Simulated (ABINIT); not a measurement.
# Calculated records

```
! title: A GW chain in ABINIT: AlN (F-43m)
! method: RPA screening on PBE, plane waves, norm-conserving pseudopotentials (and 2 further levels or steps)
! program: ABINIT 10.8.3
! settings: cutoff 36 Ha, PseudoDojo scalar-relativistic 0.4.1 standard, norm-conserving, ngkpt (4, 4, 4), nband 19, ecuteps 4 Ha, inclvkb 2, shiftk (0, 0, 0), frequency ppm, 4×4×4 k-mesh
! cost: 5 runs, 15 s in all on 4 MPI ranks of Intel Xeon Platinum 8559C (Emerald Rapids), shared host
! notes: The cell and positions are those that the Materials Project relaxed with its own functionals (PBE, PBE+U or r2SCAN), kept fixed. This is not the form that AlN usually takes at ambient conditions. The 4×4×4 mesh is coarse for this cell, which bears on the long-range parts of exchange and screening.
! PBE gap: 3.32 eV, indirect
! G0W0 gap on the mesh: 4.25 eV
! GW settings: 4×4×4 mesh, 19 bands, screening to 108.8 eV, Godby-Needs plasmon pole
! known limits: short of the basis limit; coarse k mesh
CELL_PARAMETERS angstrom
0.00000 2.18399 2.18399
2.18399 0.00000 2.18399
2.18399 2.18399 0.00000
ATOMIC_POSITIONS crystal
Al 0.00000 0.00000 0.00000
N 0.75000 0.75000 0.75000
```

[Long decimals in the printed logs are rounded to 6 places.]

[Logs are printed without paths, hosts, clocks, repeated set-up lines and the standing remarks that a program may print on its own settings, such as how far it seeks lower states.]

[Paths, hosts, dates, memory and timing lines, banners, echoed tables and standing remarks are left out of the program output; an Ansatz launch command may be rebuilt from the run's recorded settings. Measured values are a selection of at most five: reports struck by readers or far from the other reports are left out. None is set beside runs whose start may be inverted or whose files or cutoffs have a known fault.]

[Runs of the session that timed out or met a known fault of the program may be left out.]

[Hosts, paths, dates, database ids (printed as entryN), source tags and the programs' standing remarks are cut or masked in the printed files.]

[G0W0 gaps are taken among the corrected bands and points alone; a level outside them can change the order at an edge.]

[Where Ansatz stands beside ABINIT at settings called matched, ABINIT's density can come from a denser mesh and the files from another edition; pairs whose starting gaps differed by over 0.03 eV were left out, so agreement reads better than it is.]
